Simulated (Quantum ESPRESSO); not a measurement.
**LuH2 (Fm-3m): zone-centre phonons**

Which modes does LuH2 (Fm-3m) have at the zone centre?

Method: DFT LDA, scalar-relativistic, plane waves, JTH PAW pseudopotentials, in Quantum ESPRESSO 7.5.

### Step 1. Starting point

Symmetry: Fm-3m, No. 225, cubic system. Conventional cell: a = 5.033 Å, b = 5.033 Å, c = 5.033 Å, α = 90.00°, β = 90.00°, γ = 90.00°. Lu has 8 H at 2.18 Å nearest. Nearest to H lie 4 Lu at 2.18 Å. Farther neighbours are not listed.

### Step 2. A probe with smearing

Before anything dear is run, a loose run with smearing shows whether this is a metal and how far the cell is from rest.

Input file probe.in:

```
&control
   calculation = 'scf'
   prefix = 'x'
   outdir = './tmp'
   pseudo_dir = './pseudo'
   tprnfor = .true.
   tstress = .true.
   verbosity = 'high'
/
&system
   ibrav = 2
   celldm(1) = 9.51099159
   nat = 3
   ntyp = 2
   ecutwfc = 40.0
   ecutrho = 200.0
   occupations = 'smearing'
   smearing = 'gaussian'
   degauss = 0.01
/
&electrons
   conv_thr = 1.0d-07
   mixing_beta = 0.7
   electron_maxstep = 100
/
ATOMIC_SPECIES
 Lu    174.9668  Lu.upf
 H       1.0080  H.upf
ATOMIC_POSITIONS crystal
 Lu     0.000000000   0.000000000   0.000000000
 H      0.750000000   0.750000000   0.750000000
 H      0.250000000   0.250000000   0.250000000
K_POINTS automatic
 6 6 6 0 0 0
```

On the command line:

```
$ OMP_NUM_THREADS=1 mpirun -n 4 pw.x -nk 4 -in probe.in > probe.out
```

Log:

```text
[banners, grids, parts of the stress and lines that vanish by symmetry left out]
Program PWSCF v.7.5
     file Lu.upf: wavefunction(s)  5S 6S 5P 0P 5D 0D 4F 0F renormalized
     file H.upf: wavefunction(s)  1S 0S 0P renormalized
[...]
kinetic-energy cutoff     =      40.0000  Ry
     charge density cutoff     =     200.0000  Ry
     scf convergence threshold =      1.0E-07
[...]
Exchange-correlation= SLA PW NOGX NOGC
                           (   1   4   0   0   0   0   0)
[...]
48 Sym. Ops., with inversion, found
[...]
(     0          1          0      )
                  (     0          0          1      )
[...]
(  0.0000000  1.0000000  0.0000000 )
                  (  0.0000000  0.0000000  1.0000000 )
[...]
(     1          0         -1      )
[...]
(     0          1         -1      )
                  (     0          1          0      )
[...]
( -1.0000000  0.0000000  0.0000000 )
                  (  0.0000000  1.0000000  0.0000000 )
[...]
number of k points=    16  Gaussian smearing, width (Ry)=  0.0100
[...]
End of self-consistent calculation
[...]
the Fermi energy is    15.6185 ev
!    total energy              =   -1065.19224444 Ry
[...]
convergence has been achieved in  22 iterations
[...]
atom    1 type  1   force =     0.00000000    0.00000000    0.00000000
     atom    2 type  2   force =     0.00000000   -0.00000000    0.00000000
     atom    3 type  2   force =    -0.00000000    0.00000000   -0.00000000
[...]
Total force =     0.000000     Total SCF correction =     0.000000
[...]
total   stress  (Ry/bohr**3)                   (kbar)     P=      -72.25
[...]
XML data file, charge density, pseudopotentials, collected wavefunctions

   JOB DONE.
```

Elapsed: 6.9 s, on 4 MPI ranks of Arm Neoverse V2, shared host.

Numbers from this step:

```
volume per atom   : 10.62 Å³
pressure          : -7.225 GPa
gap on the k-mesh : 0 eV
```

No gap opens on this mesh, so smearing is kept; the start stands at -7.2 GPa.

### Step 3. Relaxation

The relaxation runs at a cutoff a fifth above that of the response, since stress converges more slowly with the basis than frequencies do. Forces and stress are brought to rest with tight thresholds.

Input file relax.in:

```
&control
   calculation = 'vc-relax'
   prefix = 'x'
   outdir = './tmp'
   pseudo_dir = './pseudo'
   tprnfor = .true.
   tstress = .true.
   forc_conv_thr = 2.0d-05
   etot_conv_thr = 1.0d-07
   nstep = 40
/
&system
   ibrav = 2
   celldm(1) = 9.51099159
   nat = 3
   ntyp = 2
   ecutwfc = 48
   ecutrho = 240.0
   occupations = 'smearing'
   smearing = 'mv'
   degauss = 0.02
/
&electrons
   conv_thr = 1.0d-11
   mixing_beta = 0.7
   electron_maxstep = 100
/
&ions
/
&cell
   press_conv_thr = 0.2
/
ATOMIC_SPECIES
 Lu    174.9668  Lu.upf
 H       1.0080  H.upf
ATOMIC_POSITIONS crystal
 Lu     0.000000000   0.000000000   0.000000000
 H      0.750000000   0.750000000   0.750000000
 H      0.250000000   0.250000000   0.250000000
K_POINTS automatic
 10 10 10 0 0 0
```

On the command line:

```
$ OMP_NUM_THREADS=1 mpirun -n 4 pw.x -nk 4 -in relax.in > relax.out
```

Log:

```text
[banners, grids, parts of the stress and lines that vanish by symmetry left out]
[banner, memory and clock lines left out]
Program PWSCF v.7.5

[...]
kinetic-energy cutoff     =      48.0000  Ry
     charge density cutoff     =     240.0000  Ry
     scf convergence threshold =      1.0E-11
[...]
energy convergence thresh.=      1.0E-07
     force convergence thresh. =      2.0E-05
     press convergence thresh. =      2.0E-01
     Exchange-correlation= SLA PW NOGX NOGC
                           (   1   4   0   0   0   0   0)
[...]
48 Sym. Ops., with inversion, found
[...]
number of k points=    47  Marzari-Vanderbilt smearing, width (Ry)=  0.0200
[...]
End of self-consistent calculation
[...]
the Fermi energy is    15.5331 ev
!    total energy              =   -1065.19510332 Ry
[...]
convergence has been achieved in  29 iterations
[...]
atom    1 type  1   force =     0.00000000    0.00000000    0.00000000
     atom    2 type  2   force =     0.00000000    0.00000000    0.00000000
     atom    3 type  2   force =     0.00000000    0.00000000    0.00000000
     Total force =     0.000000     Total SCF correction =     0.000000
[...]
total   stress  (Ry/bohr**3)                   (kbar)     P=      -67.68
[...]
number of bfgs steps    =   0
[...]
CELL_PARAMETERS (alat=  9.51099159)
[...]
ATOMIC_POSITIONS (crystal)
Lu               0.0000000000        0.0000000000        0.0000000000
H                0.7500000000        0.7500000000        0.7500000000
H                0.2500000000        0.2500000000        0.2500000000
[...]
New effective cutoffs (rho, wfc):  244.76   49.11
[...]
c_bands:  2 eigenvalues not converged
     c_bands:  3 eigenvalues not converged
     c_bands:  1 eigenvalues not converged
     c_bands:  3 eigenvalues not converged
[...]
End of self-consistent calculation
[...]
the Fermi energy is    16.1204 ev
!    total energy              =   -1065.19773608 Ry
[...]
convergence has been achieved in  33 iterations
[...]
atom    1 type  1   force =     0.00000000    0.00000000   -0.00000000
     atom    2 type  2   force =     0.00000000    0.00000000    0.00000000
     atom    3 type  2   force =    -0.00000000   -0.00000000   -0.00000000
     Total force =     0.000000     Total SCF correction =     0.000000
[...]
total   stress  (Ry/bohr**3)                   (kbar)     P=      -36.90
[...]
number of bfgs steps    =   1
[...]
CELL_PARAMETERS (alat=  9.51099159)
[...]
ATOMIC_POSITIONS (crystal)
Lu              -0.0000000000       -0.0000000000        0.0000000000
[...]
New effective cutoffs (rho, wfc):  251.38   50.44
[...]
End of self-consistent calculation
[...]
the Fermi energy is    16.8202 ev
!    total energy              =   -1065.19867103 Ry
[...]
convergence has been achieved in  35 iterations
[...]
atom    1 type  1   force =     0.00000000    0.00000000    0.00000000
     atom    2 type  2   force =     0.00000000   -0.00000000    0.00000000
     atom    3 type  2   force =    -0.00000000    0.00000000   -0.00000000
     Total force =     0.000000     Total SCF correction =     0.000000
[...]
total   stress  (Ry/bohr**3)                   (kbar)     P=        4.53
[...]
number of bfgs steps    =   2
[...]
CELL_PARAMETERS (alat=  9.51099159)
[...]
ATOMIC_POSITIONS (crystal)
[...]
New effective cutoffs (rho, wfc):  250.66   50.30
[...]
End of self-consistent calculation
[...]
the Fermi energy is    16.7440 ev
!    total energy              =   -1065.19868356 Ry
[...]
convergence has been achieved in  29 iterations
[...]
atom    1 type  1   force =    -0.00000000   -0.00000000   -0.00000000
     atom    2 type  2   force =    -0.00000000    0.00000000    0.00000000
     atom    3 type  2   force =    -0.00000000   -0.00000000   -0.00000000
     Total force =     0.000000     Total SCF correction =     0.000000
[...]
total   stress  (Ry/bohr**3)                   (kbar)     P=       -0.22
[...]
number of bfgs steps    =   3
[...]
CELL_PARAMETERS (alat=  9.51099159)
[...]
ATOMIC_POSITIONS (crystal)
[...]
New effective cutoffs (rho, wfc):  250.70   50.30
[...]
End of self-consistent calculation
[...]
the Fermi energy is    16.7475 ev
!    total energy              =   -1065.19868359 Ry
[...]
convergence has been achieved in  25 iterations
[...]
atom    1 type  1   force =    -0.00000000   -0.00000000   -0.00000000
     atom    2 type  2   force =    -0.00000000   -0.00000000    0.00000000
     atom    3 type  2   force =     0.00000000    0.00000000   -0.00000000
     Total force =     0.000000     Total SCF correction =     0.000000
[...]
total   stress  (Ry/bohr**3)                   (kbar)     P=        0.03
[...]
bfgs converged in   5 scf cycles and   4 bfgs steps
[...]
End of BFGS Geometry Optimization
     Final enthalpy           =   -1065.1986835939 Ry
     File ./tmp/x.bfgs deleted, as requested
[...]
CELL_PARAMETERS (alat=  9.51099159)
[...]
ATOMIC_POSITIONS (crystal)
[...]
H                0.7500000000        0.7500000000        0.7500000000
H                0.2500000000        0.2500000000        0.2500000000
[...]
Final scf calculation at the relaxed structure.
[...]
kinetic-energy cutoff     =      48.0000  Ry
     charge density cutoff     =     240.0000  Ry
     scf convergence threshold =      1.0E-13
[...]
press convergence thresh. =      2.0E-01
     Exchange-correlation= SLA PW NOGX NOGC
                           (   1   4   0   0   0   0   0)
[...]
48 Sym. Ops., with inversion, found
[...]
number of k points=    47  Marzari-Vanderbilt smearing, width (Ry)=  0.0200
[...]
c_bands:  3 eigenvalues not converged
     c_bands:  2 eigenvalues not converged
[...]
End of self-consistent calculation
[...]
the Fermi energy is    16.7478 ev
!    total energy              =   -1065.19835469 Ry
[...]
convergence has been achieved in  20 iterations
[...]
atom    1 type  1   force =     0.00000000   -0.00000000   -0.00000000
     atom    2 type  2   force =    -0.00000000   -0.00000000    0.00000000
     atom    3 type  2   force =     0.00000000    0.00000000   -0.00000000
     Total force =     0.000000     Total SCF correction =     0.000000
[...]
total   stress  (Ry/bohr**3)                   (kbar)     P=       -1.76
[...]
XML data file, charge density, pseudopotentials, collected wavefunctions
```

Run time: 1.8 min. Hardware: 4 MPI ranks.

Step by step:

| step | energy less that of the first step (eV) | largest force (eV/Å) | pressure (GPa) | volume (Å³) |
| --- | --- | --- | --- | --- |
| 1 | 0.0000 | 0.0000 | -6.77 | 31.87 |
| 2 | -0.0358 | 0.0000 | -3.69 | 30.79 |
| 3 | -0.0485 | 0.0000 | 0.45 | 29.58 |
| 4 | -0.0487 | 0.0000 | -0.02 | 29.70 |
| 5 | -0.0487 | 0.0000 | 0.00 | 29.70 |
| 6 | -0.0442 | 0.0000 | -0.18 | 29.70 |

| conventional cell, symmetrised | before | after | change |
| --- | --- | --- | --- |
| a (Å) | 5.033 | 4.916 | -2.3 % |
| b (Å) | 5.033 | 4.916 | -2.3 % |
| c (Å) | 5.033 | 4.916 | -2.3 % |
| volume (Å³/atom) | 10.62 | 9.90 | -6.8 % |

Final coordinates:

```
Lu H
1.0
    -2.45792    0.00000    2.45792
     0.00000    2.45792    2.45792
    -2.45792    2.45792    0.00000
Lu H
1 2
Direct
  0.00000 0.00000 0.00000
  0.75000 0.75000 0.75000
  0.25000 0.25000 0.25000
```

The last row of the table of steps is pw.x's closing run on a basis chosen anew for the final cell, so its energy can jump.

Read from the output:

- volume per atom: 9.899 Å³
- pressure: -0.1760 GPa

The volume changes by -6.8 % from the cell with which this run began.

### Step 4. Relaxing the cell and atoms

A variable-cell run keeps the plane waves of its start, so its end shows a stress on a fresh basis; a second run from that cell removes it.

relax.in, as its differences from that of step 3:

```diff
@@ -13,3 +13,3 @@
    ibrav = 2
-   celldm(1) = 9.51099159
+   celldm(1) = 9.28957396
    nat = 3
```

Log:

```text
[banners, grids, parts of the stress and lines that vanish by symmetry left out]
[banner, memory and clock lines left out]
Program PWSCF v.7.5

[...]
kinetic-energy cutoff     =      48.0000  Ry
     charge density cutoff     =     240.0000  Ry
     scf convergence threshold =      1.0E-11
[...]
energy convergence thresh.=      1.0E-07
     force convergence thresh. =      2.0E-05
     press convergence thresh. =      2.0E-01
     Exchange-correlation= SLA PW NOGX NOGC
                           (   1   4   0   0   0   0   0)
[...]
48 Sym. Ops., with inversion, found
[...]
number of k points=    47  Marzari-Vanderbilt smearing, width (Ry)=  0.0200
[...]
End of self-consistent calculation
[...]
the Fermi energy is    16.7478 ev
!    total energy              =   -1065.19835469 Ry
[...]
convergence has been achieved in  23 iterations
[...]
atom    1 type  1   force =    -0.00000000    0.00000000   -0.00000000
     atom    2 type  2   force =    -0.00000000   -0.00000000    0.00000000
     atom    3 type  2   force =    -0.00000000   -0.00000000   -0.00000000
     Total force =     0.000000     Total SCF correction =     0.000000
[...]
total   stress  (Ry/bohr**3)                   (kbar)     P=       -1.96
[...]
number of bfgs steps    =   0
[...]
CELL_PARAMETERS (alat=  9.28957396)
[...]
ATOMIC_POSITIONS (crystal)
Lu              -0.0000000000       -0.0000000000        0.0000000000
H                0.7500000000        0.7500000000        0.7500000000
H                0.2500000000        0.2500000000        0.2500000000
[...]
New effective cutoffs (rho, wfc):  239.88   48.03
[...]
End of self-consistent calculation
[...]
the Fermi energy is    16.7655 ev
!    total energy              =   -1065.19835629 Ry
[...]
convergence has been achieved in  24 iterations
[...]
atom    1 type  1   force =     0.00000000   -0.00000000    0.00000000
     atom    2 type  2   force =    -0.00000000   -0.00000000    0.00000000
     atom    3 type  2   force =     0.00000000    0.00000000    0.00000000
     Total force =     0.000000     Total SCF correction =     0.000000
[...]
total   stress  (Ry/bohr**3)                   (kbar)     P=       -0.79
[...]
number of bfgs steps    =   1
[...]
CELL_PARAMETERS (alat=  9.28957396)
[...]
ATOMIC_POSITIONS (crystal)
Lu               0.0000000000       -0.0000000000        0.0000000000
[...]
New effective cutoffs (rho, wfc):  239.98   48.05
[...]
End of self-consistent calculation
[...]
the Fermi energy is    16.7773 ev
!    total energy              =   -1065.19835653 Ry
[...]
convergence has been achieved in  27 iterations
[...]
atom    1 type  1   force =     0.00000000    0.00000000    0.00000000
     atom    2 type  2   force =     0.00000000    0.00000000   -0.00000000
     atom    3 type  2   force =    -0.00000000   -0.00000000    0.00000000
     Total force =     0.000000     Total SCF correction =     0.000000
[...]
total   stress  (Ry/bohr**3)                   (kbar)     P=        0.12
[...]
number of bfgs steps    =   2
[...]
small trust_radius: resetting bfgs history
[...]
CELL_PARAMETERS (alat=  9.28957396)
[...]
ATOMIC_POSITIONS (crystal)
[...]
New effective cutoffs (rho, wfc):  239.97   48.05
[...]
End of self-consistent calculation
[...]
the Fermi energy is    16.7763 ev
!    total energy              =   -1065.19835654 Ry
[...]
convergence has been achieved in  22 iterations
[...]
atom    1 type  1   force =    -0.00000000   -0.00000000    0.00000000
     atom    2 type  2   force =     0.00000000    0.00000000   -0.00000000
     atom    3 type  2   force =     0.00000000   -0.00000000   -0.00000000
     Total force =     0.000000     Total SCF correction =     0.000000
[...]
total   stress  (Ry/bohr**3)                   (kbar)     P=        0.07
[...]
bfgs converged in   4 scf cycles and   3 bfgs steps
[...]
End of BFGS Geometry Optimization
     Final enthalpy           =   -1065.1983565356 Ry
     File ./tmp/x.bfgs deleted, as requested
[...]
CELL_PARAMETERS (alat=  9.28957396)
[...]
ATOMIC_POSITIONS (crystal)
[...]
H                0.7500000000        0.7500000000        0.7500000000
H                0.2500000000        0.2500000000        0.2500000000
[...]
Final scf calculation at the relaxed structure.
[...]
kinetic-energy cutoff     =      48.0000  Ry
     charge density cutoff     =     240.0000  Ry
     scf convergence threshold =      1.0E-13
[...]
press convergence thresh. =      2.0E-01
     Exchange-correlation= SLA PW NOGX NOGC
                           (   1   4   0   0   0   0   0)
[...]
48 Sym. Ops., with inversion, found
[...]
number of k points=    47  Marzari-Vanderbilt smearing, width (Ry)=  0.0200
[...]
c_bands:  1 eigenvalues not converged
     c_bands:  1 eigenvalues not converged
     c_bands:  1 eigenvalues not converged
     c_bands:  1 eigenvalues not converged
     c_bands:  2 eigenvalues not converged
     c_bands:  2 eigenvalues not converged
[...]
End of self-consistent calculation
[...]
the Fermi energy is    16.7763 ev
!    total energy              =   -1065.19834378 Ry
[...]
convergence has been achieved in  29 iterations
[...]
atom    1 type  1   force =     0.00000000    0.00000000    0.00000000
     atom    2 type  2   force =     0.00000000    0.00000000    0.00000000
     atom    3 type  2   force =     0.00000000    0.00000000    0.00000000
     Total force =     0.000000     Total SCF correction =     0.000000
[...]
total   stress  (Ry/bohr**3)                   (kbar)     P=       -0.00
[...]
XML data file, charge density, pseudopotentials, collected wavefunctions
```

Wall time 66 s (4 MPI ranks); 4.4 min of CPU time.

Little changed from the start: no atom moved by 0.005 Å and no cell edge by 0.1 %.

The last row of the table of steps is pw.x's closing run on a basis chosen anew for the final cell, so its energy can jump.

This step gave:

- volume per atom: 9.884 Å³
- pressure: 0 GPa

### Step 5. Self-consistent run for the response

The response is built on this ground state, so it is converged far tighter than an energy would need. Smearing stays on, as the first look found no gap above 0.3 eV.

Input file scf.in:

```
&control
   calculation = 'scf'
   prefix = 'x'
   outdir = './tmp'
   pseudo_dir = './pseudo'
   tprnfor = .true.
   tstress = .true.
/
&system
   ibrav = 2
   celldm(1) = 9.28459973
   nat = 3
   ntyp = 2
   ecutwfc = 40.0
   ecutrho = 200.0
   occupations = 'smearing'
   smearing = 'mv'
   degauss = 0.02
/
&electrons
   conv_thr = 1.0d-12
   mixing_beta = 0.7
   electron_maxstep = 100
/
ATOMIC_SPECIES
 Lu    174.9668  Lu.upf
 H       1.0080  H.upf
ATOMIC_POSITIONS crystal
 Lu     0.000000000   0.000000000   0.000000000
 H      0.750000000   0.750000000   0.750000000
 H      0.250000000   0.250000000   0.250000000
K_POINTS automatic
 12 12 12 0 0 0
```

On the command line:

```
$ OMP_NUM_THREADS=1 mpirun -n 4 pw.x -nk 4 -in scf.in > scf.out
```

Log:

```text
[banners, grids, parts of the stress and lines that vanish by symmetry left out]
[banner, memory and clock lines left out]
Program PWSCF v.7.5

[...]
kinetic-energy cutoff     =      40.0000  Ry
     charge density cutoff     =     200.0000  Ry
     scf convergence threshold =      1.0E-12
[...]
Exchange-correlation= SLA PW NOGX NOGC
                           (   1   4   0   0   0   0   0)
[...]
48 Sym. Ops., with inversion, found
[...]
number of k points=    72  Marzari-Vanderbilt smearing, width (Ry)=  0.0200
[...]
End of self-consistent calculation
[...]
the Fermi energy is    16.7053 ev
!    total energy              =   -1065.19541111 Ry
[...]
convergence has been achieved in  24 iterations
[...]
atom    1 type  1   force =     0.00000000    0.00000000    0.00000000
     atom    2 type  2   force =     0.00000000    0.00000000    0.00000000
     atom    3 type  2   force =    -0.00000000   -0.00000000    0.00000000
     Total force =     0.000000     Total SCF correction =     0.000000
[...]
total   stress  (Ry/bohr**3)                   (kbar)     P=       -3.31
[...]
XML data file, charge density, pseudopotentials, collected wavefunctions
```

Wall time 16 s (4 MPI ranks).

Numbers from this step:

```
pressure : -0.331 GPa
```

The cell stands at -0.33 GPa, close enough for stiff modes, while soft ones can move.

(Continued in part 2 of 2.)

[Host names and launcher messages were left out of these logs when they were recorded.]

[Logs are printed without paths, hosts, clocks, repeated set-up lines and the standing remarks that a program may print on its own settings, such as how far it seeks lower states.]

[Hosts, paths, dates, database ids (printed as entryN), source tags and the programs' standing remarks are cut or masked in the printed files.]
